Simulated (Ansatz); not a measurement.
## Work function of Li(111): what the settings cost and change

Aim: the work function of Li(111) across levels of theory at one geometry.

Program: Ansatz 0.2.0. Level of theory: plane-wave DFT, PBE, Ansatz PAW, in the first sound run; inputs show where later runs differ. Results are calculated unless marked as measured.

Report form: the programs' logs are mostly left out.

## 1. The starting structure

The cell holds 11 atoms: 11 Li. Its edges and angles: a = 4.936 Å, b = 4.936 Å, c = 28.075 Å, α = 90.0°, β = 90.0°, γ = 60.0°. Vacuum lies along c.

## 2. Slab, setting PBE, Ansatz PAW (420 eV)

A work function rests on the faint tail of the density, so the SCF threshold is tight. PBE on the default files comes first; the next runs keep the geometry and change functional or files, each at the cutoff that its files recommend; a relaxation and, for heavy metals, spin-orbit coupling close the ladder.

Contents of input.yaml:

```yaml
crystal:
  lattice:
    - [4.9356053327, 0.0, 0.0]
    - [2.4678026663, 4.2743596012, 0.0]
    - [0.0, 0.0, 28.0747621974]
  atoms:
    - { symbol: Li, position: [0.6666666667, 0.6666666667, 0.3205726174] }
    - { symbol: Li, position: [0.0, 0.0, 0.3564580939] }
    - { symbol: Li, position: [0.3333333333, 0.3333333333, 0.3923435704] }
    - { symbol: Li, position: [0.6666666667, 0.6666666667, 0.428229047] }
    - { symbol: Li, position: [0.0, 0.0, 0.4641145235] }
    - { symbol: Li, position: [0.3333333333, 0.3333333333, 0.5] }
    - { symbol: Li, position: [0.6666666667, 0.6666666667, 0.5358854765] }
    - { symbol: Li, position: [0.0, 0.0, 0.571770953] }
    - { symbol: Li, position: [0.3333333333, 0.3333333333, 0.6076564296] }
    - { symbol: Li, position: [0.6666666667, 0.6666666667, 0.6435419061] }
    - { symbol: Li, position: [0.0, 0.0, 0.6794273826] }
kpoints:
  mp_grid: { grid: [10, 10, 1] }
hamiltonian:
  xc: pbe
scf:
  occupations: { method: fermi_dirac, width: 0.1 }
  convergence: { dr2_threshold: 1.0e-09 }
efield:
  axis: 3
  dipole_correction: true
  ramp_position: 0.97
  ramp_width: 0.06
output:
  write_potential: true
  write_density: true
  volumetric_format: npy
  elf: true
```

Started as:

```console
$ ansatz run input.yaml --threads 2 --pin off --max-ram 3072MiB --backend cpu --events-out ev --progress --plain --runs-dir out
```

Run time: 33 s. Hardware: 2 threads of Arm Neoverse N1, shared host; peak memory 0.71 GiB.

This step gave:

| Property | Result |
| --- | --- |
| energy at zero smearing | -2250.1031 eV |
| work function, upper face | 2.887 eV |

Running mean over 1.007 Å of the planar mean; the ramp of the sawtooth is left out. Table of electron's electrostatic potential energy less the Fermi level by z:

z (Å), electron's electrostatic potential energy less the Fermi level (eV) and a bar from the least value:
```
        4       2.89 ##############################
        5       2.88 ##############################
        6       2.86 ##############################
        7       2.70 ############################
        8       1.85 ######################
        9      -0.48 ##
       10      -0.77 
       11      -0.64 #
       12      -0.61 #
       13      -0.60 #
       14      -0.61 #
       15      -0.60 #
       16      -0.60 #
       17      -0.63 #
       18      -0.75 
       19      -0.58 ##
       20       1.71 ####################
       21       2.68 ############################
       22       2.85 ##############################
       23       2.88 ##############################
       24       2.89 ##############################
       25       2.89 ##############################
```

Electrostatic potential energy in the ca plane at fractional y = 0.000, with atoms of Li within 0.2 Å of it. With pseudopotentials it is smooth inside the atoms' cores, unlike the true potential.

Ten even steps from '0' (-28 eV) to '9' (2 eV), each cell a mean:
```
99973004899850027999720168998300378999999999
99987557999986578999865689998755789999999999
99998889999998899999988899999888899999999999
99999999999999999999999999999999999999999999
99999999999999999999999999999999999999999999
99999999999999999999999999999999999999999999
99999999999999999999999999999999999999999999
99999999999999999999999999999999999999999999
99999999999999999999999999999999999999999999
99999999999999999999999999999999999999999999
99998778999987789999987889999877889999999999
99985126899863148999841379998511588999999999
99972003899840017998610058997200278999999999
```
Columns run along c (16.0 Å, from fractional 0.29 to 0.86 of the cell; values clipped at the 3rd and 97th percentile), rows up along a (4.9 Å). Atoms in or near the plane, at fractional coordinates: Li at (0.36, 0.00), Li at (0.46, 0.00), Li at (0.57, 0.00), Li at (0.68, 0.00).

Valence density in the ca plane at fractional y = 0.000, with atoms of Li within 0.2 Å of it. It is the smooth field of the valence electrons, not physical close to the nuclei.

Values in e/Å³, 7 rows by 16 columns, each cell a mean:
```
0.0 0.4 1.2 0.1 0.4 1.3 0.1 0.3 1.4 0.1 0.2 1.4 0.0 0.0 0.0 0.0
0.0 0.0 0.1 0.1 0.1 0.1 0.1 0.1 0.1 0.1 0.1 0.0 0.0 0.0 0.0 0.0
0.0 0.0 0.1 0.1 0.1 0.1 0.1 0.1 0.1 0.1 0.0 0.0 0.0 0.0 0.0 0.0
0.0 0.0 0.1 0.1 0.1 0.1 0.1 0.1 0.1 0.1 0.0 0.0 0.0 0.0 0.0 0.0
0.0 0.0 0.1 0.1 0.1 0.1 0.1 0.1 0.1 0.1 0.0 0.0 0.0 0.0 0.0 0.0
0.0 0.0 0.1 0.1 0.1 0.1 0.1 0.1 0.1 0.1 0.1 0.1 0.0 0.0 0.0 0.0
0.0 0.8 2.4 0.1 0.7 2.6 0.1 0.6 2.7 0.1 0.4 2.8 0.0 0.0 0.0 0.0
```
Columns run along c (16.0 Å, from fractional 0.29 to 0.86 of the cell), rows up along a (4.9 Å). Atoms in or near the plane, at fractional coordinates: Li at (0.36, 0.00), Li at (0.46, 0.00), Li at (0.57, 0.00), Li at (0.68, 0.00).

ELF in the ca plane at fractional y = 0.000, with atoms of Li within 0.2 Å of it. It is the smooth field of the valence electrons, not physical close to the nuclei.

Ten even steps from '0' (0.01 × 1e-1) to '9' (9.92 × 1e-1), each cell a mean:
```
33103982044117940352059601550289400110000000
44310110255300101464101003663011001110000000
55653123566531124666421135676421123210000000
56777666666665556666655556677766554210000000
56777776655666666556666666667777654210000000
56677776555566665555566655566666653210000000
56667776555566665555566655556666543210000000
56677776555566665555666655666776654210000000
56777776666666666666666566677777654210000000
56665445666653345666543346677643343210000000
45520001456410002565200014675100012210000000
34201540145104510353026302661156100110000000
33105993034029960252079811540499600000000000
```
Columns run along c (16.0 Å, from fractional 0.29 to 0.86 of the cell), rows up along a (4.9 Å). Atoms in or near the plane, at fractional coordinates: Li at (0.36, 0.00), Li at (0.46, 0.00), Li at (0.57, 0.00), Li at (0.68, 0.00).

The work function is 2.887 eV.

## 3. Slab

This step: plane-wave DFT, LDA, Ansatz PAW (Ansatz 0.2.0).

Edit input.yaml of step 2 so:

```diff
@@ -20,3 +20,3 @@
 hamiltonian:
-  xc: pbe
+  xc: lda
 scf:
@@ -33,2 +33 @@
   volumetric_format: npy
-  elf: true
```

Wall time 32 s (2 threads); peak memory 0.69 GiB; 53 s of CPU time.

The work function is 2.969 eV, +0.082 eV from the run “PBE, Ansatz PAW (420 eV)”, at 0.97 times its CPU time.

## 4. Slab

This step: plane-wave DFT, PBEsol, Ansatz PAW (Ansatz 0.2.0).

Edit input.yaml of step 3 so:

```diff
@@ -20,3 +20,3 @@
 hamiltonian:
-  xc: lda
+  xc: pbesol
 scf:
```

It took 35 s on 2 threads; peak memory 0.7 GiB; 55 s of CPU time.

The work function is 2.908 eV, +0.021 eV from the run “PBE, Ansatz PAW (420 eV)”, at 1.0 times its CPU time.

## 5. Slab

This step: plane-wave DFT, RPBE, Ansatz PAW (Ansatz 0.2.0).

Edit input.yaml of step 4 so:

```diff
@@ -20,3 +20,3 @@
 hamiltonian:
-  xc: pbesol
+  xc: rpbe
 scf:
```

The job ended after 34 s (2 threads; peak memory 0.71 GiB).

The work function is 2.844 eV, -0.043 eV from the run “PBE, Ansatz PAW (420 eV)”, at 1.0 times its CPU time.

## 6. Run

This step: plane-wave DFT, r2SCAN, Ansatz PAW (Ansatz 0.2.0).

Edit input.yaml of step 5 so:

```diff
@@ -20,3 +20,3 @@
 hamiltonian:
-  xc: rpbe
+  xc: r2scan
 scf:
```

Wall time 82 s (2 threads); peak memory 0.91 GiB.

The work function is 2.861 eV, -0.026 eV from the run “PBE, Ansatz PAW (420 eV)”, at 2.5 times its CPU time.

## 7. Slab

This step: plane-wave DFT, PBE, JTH PAW (Ansatz 0.2.0).

Edit input.yaml of step 6 so:

```diff
@@ -20,3 +20,4 @@
 hamiltonian:
-  xc: r2scan
+  xc: pbe
+  pseudopotentials: { kind: paw, source: jth }
 scf:
```

Run time: 3.3 min. Hardware: 2 threads; peak memory 2.3 GiB; 5.6 min of CPU time.

The work function is 2.887 eV, -0.000 eV from the run “PBE, Ansatz PAW (420 eV)”, at 6.2 times its CPU time.

## 8. Slab

This step: plane-wave DFT, PBE, norm-conserving (Ansatz 0.2.0).

Edit input.yaml of step 7 so:

```diff
@@ -21,3 +21,3 @@
   xc: pbe
-  pseudopotentials: { kind: paw, source: jth }
+  pseudopotentials: { kind: nc }
 scf:
```

It took 2.5 min on 2 threads; peak memory 1.8 GiB.

The work function is 2.886 eV, -0.001 eV from the run “PBE, Ansatz PAW (420 eV)”, at 4.8 times its CPU time.

## 9. Run

This step: plane-wave DFT, LDA, norm-conserving (Ansatz 0.2.0).

Edit input.yaml of step 8 so:

```diff
@@ -20,3 +20,3 @@
 hamiltonian:
-  xc: pbe
+  xc: lda
   pseudopotentials: { kind: nc }
```

Run time: 2.3 min. Hardware: 2 threads; peak memory 1.7 GiB.

The work function is 2.969 eV, +0.082 eV from the run “PBE, Ansatz PAW (420 eV)”, at 4.5 times its CPU time.

## 10. Run, setting PBE, all layers relaxed

This step: plane-wave DFT, PBE, Ansatz PAW (Ansatz 0.2.0).

Edit input.yaml of step 9 so:

```diff
@@ -20,4 +20,3 @@
 hamiltonian:
-  xc: lda
-  pseudopotentials: { kind: nc }
+  xc: pbe
 scf:
@@ -30,2 +29,5 @@
   ramp_width: 0.06
+relax:
+  f_tol: 0.01
+  max_steps: 40
 output:
```

Run time: 76 s. Hardware: 2 threads; peak memory 0.65 GiB.

The relaxation took 4 steps and lowered the energy by 0.064 eV; the largest force on the free atoms ends at 0.0052 eV/Å.

The work function is 2.780 eV, -0.106 eV from the run “PBE, Ansatz PAW (420 eV)”, at 2.2 times its CPU time.

## 11. Side by side

Times are for 2 threads of Arm Neoverse N1, shared host. The series side by side:

```tsv
no.	setting	work function, upper face (eV)	time	memory (GiB)
1	PBE, Ansatz PAW (420 eV)	2.887	33 s	0.71
2	LDA, Ansatz PAW (420 eV)	2.969	32 s	0.69
3	PBEsol, Ansatz PAW (420 eV)	2.908	35 s	0.7
4	RPBE, Ansatz PAW (420 eV)	2.844	34 s	0.71
5	r2SCAN, Ansatz PAW (500 eV)	2.861	82 s	0.91
6	PBE, JTH PAW (1170 eV)	2.887	3.3 min	2.3
7	PBE, norm-conserving (1034 eV)	2.886	2.5 min	1.8
8	LDA, norm-conserving (1007 eV)	2.969	2.3 min	1.7
9	PBE, all layers relaxed	2.780	76 s	0.65
```

## 12. A changed input

An input spoilt on purpose, to show how the run answers: it repeats the earlier run “PBE, Ansatz PAW (420 eV)” with efield.axis from 3 to 0, and scf.max_iter set to 50; its output block differs too.

Edit input.yaml of step 10 so:

```diff
@@ -24,4 +24,5 @@
   convergence: { dr2_threshold: 1.0e-09 }
+  max_iter: 50
 efield:
-  axis: 3
+  axis: 0
   dipole_correction: true
@@ -29,5 +30,2 @@
   ramp_width: 0.06
-relax:
-  f_tol: 0.01
-  max_steps: 40
 output:
```

It took 0.03 s on 2 threads; peak memory 0.16 GiB.

The input was rejected at the start.

The program's message: “Error: invalid value for `efield.axis`: must be in [1, 3]; got 0”

The fault put into the input: an axis of 0, outside the range 1 to 3.

## 13. Outcome

```
work function, PBE, Ansatz PAW (420 eV)    : 2.887 eV
work function, LDA, Ansatz PAW (420 eV)    : 2.969 eV
work function, r2SCAN, Ansatz PAW (500 eV) : 2.861 eV
work function, PBE, all layers relaxed     : 2.780 eV
```

PBE on the default files gives 2.89 eV, and the settings tried spread the value from 2.78 to 2.97 eV. At one geometry LDA lies 0.08 eV above PBE. The choice of pseudopotentials moves the PBE value by 0.001 eV. Relaxing the layers changes it by -0.106 eV. The ladder's slabs use the tabulated experimental lattice constant (two decimals; a low-temperature value for the alkali metals).

[Logs are printed without paths, hosts, clocks, repeated set-up lines and the standing remarks that a program may print on its own settings, such as how far it seeks lower states.]

[Hosts, paths, dates, database ids (printed as entryN), source tags and the programs' standing remarks are cut or masked in the printed files.]

[Maps of the electrostatic potential energy from Ansatz leave out the sawtooth potential of an applied field or a dipole correction, so their vacuum need not be flat; planar profiles and work functions include it.]
